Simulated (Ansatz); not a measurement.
Planning a run of Ansatz 0.2.0 on CdCu2GeSe4 (I-42m). The input:

```yaml
crystal:
  lattice:
    - [-2.8741, 2.8741, 5.52665]
    - [2.8741, -2.8741, 5.52665]
    - [2.8741, 2.8741, -5.52665]
  atoms:
    - { symbol: Cd, position: [0.0, 0.0, 0.0] }
    - { symbol: Cu, position: [0.25, 0.75, 0.5] }
    - { symbol: Cu, position: [0.75, 0.25, 0.5] }
    - { symbol: Ge, position: [0.5, 0.5, 0.0] }
    - { symbol: Se, position: [0.4042, 0.4042, 0.541] }
    - { symbol: Se, position: [0.5958, 0.1368, 0.0] }
    - { symbol: Se, position: [0.8632, 0.8632, 0.459] }
    - { symbol: Se, position: [0.1368, 0.5958, 0.0] }
kpoints:
  mp_grid: { grid: [4, 4, 4] }
  band_path:
    path:
      - [0.0, 0.0, 0.0]
      - [0.0, 0.0, 0.5]
      - [0.25, 0.25, 0.25]
      - [0.0, 0.5, 0.0]
      - [0.5, 0.5, -0.5]
      - [0.31761139, 0.68238861, -0.31761139]
      - [-0.31761139, 0.31761139, 0.31761139]
      - [-0.13522277, 0.13522277, 0.5]
    npoints: 1
hamiltonian:
  xc: hse06
  pseudopotentials: { kind: paw_fr, azcp: { folder: soft_1 } }
scf:
  occupations: { method: fermi_dirac, width: 0.02 }
  n_extra_bands: 12
magnetization:
  noncollinear: true
  spin_orbit: true
output:
  eigenvalues: true
```

```sh
ansatz run input.yaml --threads 24 --pin off --max-ram 82944MiB --backend cuda --events-out ev --progress --plain --runs-dir out --devices 1 --max-vram 78GiB
```

Estimate wall time and host memory on 1 × NVIDIA GB200 (shared by 2 runs) with 24 threads of Arm Neoverse V2, shared host.

It took 61 s; on shared hardware allow 30 s to 2 min. Peak host memory was 5.5 GiB. The sizes that set the cost: 3635 plane waves a state, 13 irreducible k points and 31 SCF cycles.

Exact exchange couples every pair of k points and filled bands, so it costs far more than a semilocal run.

[Paths, hosts, dates, memory and timing lines, banners, echoed tables and standing remarks are left out of the program output.]

[Logs are printed without paths, hosts, clocks, repeated set-up lines and the standing remarks that a program may print on its own settings, such as how far it seeks lower states.]

[Runs of the session that timed out or met a known fault of the program may be left out.]

[Cells called generated may have been cut or substituted from an entry of the Crystallography Open Database or the Materials Project.]

[Hosts, paths, dates, database ids (printed as entryN), source tags and the programs' standing remarks are cut or masked in the printed files.]
